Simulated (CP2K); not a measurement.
Two runs for the C K edge of formylketene. Run A: CP2K XAS_TDP, all-electron GAPW, PBEh(45%), aug-cc-pVDZ, TDA, no relativity. Run B differs in one setting.

First lines with a strength over 0.0015. A:

```csv
atom,energy (eV),states,"strength, one atom"
C2 (bonded to C and O),282.47,1,0.0755
,284.42,1,0.0655
,289.68,1,0.0120
,290.19,1,0.0017
,294.33,1,0.0028
C3 (bonded to 2 C and H),282.40,1,0.0055
,284.65,1,0.0079
,284.74,1,0.0440
,285.78,1,0.0138
,286.21,1,0.0038
"C4 (bonded to C, O and H)",282.05,1,0.0644
,285.03,1,0.0091
,286.92,1,0.0183
,287.73,1,0.0041
,288.16,1,0.0119
```

B:

```csv
atom,energy (eV),states,"strength, one atom"
C2 (bonded to C and O),289.34,1,0.0737
,291.30,1,0.0640
,296.55,1,0.0117
,297.06,1,0.0016
,301.20,1,0.0027
C3 (bonded to 2 C and H),288.25,1,0.0054
,290.50,1,0.0078
,290.59,1,0.0431
,291.63,1,0.0135
,292.06,1,0.0038
"C4 (bonded to C, O and H)",288.71,1,0.0629
,291.69,1,0.0089
,293.58,1,0.0179
,294.39,1,0.0040
,294.82,1,0.0116
```

Which was it: the functional, scalar relativity switched on, GW2X switched on, the basis?

GW2X switched on. GW2X shifts an atom's lines together and keeps their spacings. Against PBEh(45%) in aug-cc-pVDZ, the leading lines move by +6.87 eV (C2, to 289.34), +5.85 eV (C3, to 290.59) and +6.66 eV (C4, to 288.71).

[Banner, clock and machine lines of the logs are left out without a mark of their own.]

[Logs are printed without paths, hosts, clocks, repeated set-up lines and the standing remarks that a program may print on its own settings, such as how far it seeks lower states.]

[Hosts, paths, dates, database ids (printed as entryN), source tags and the programs' standing remarks are cut or masked in the printed files.]
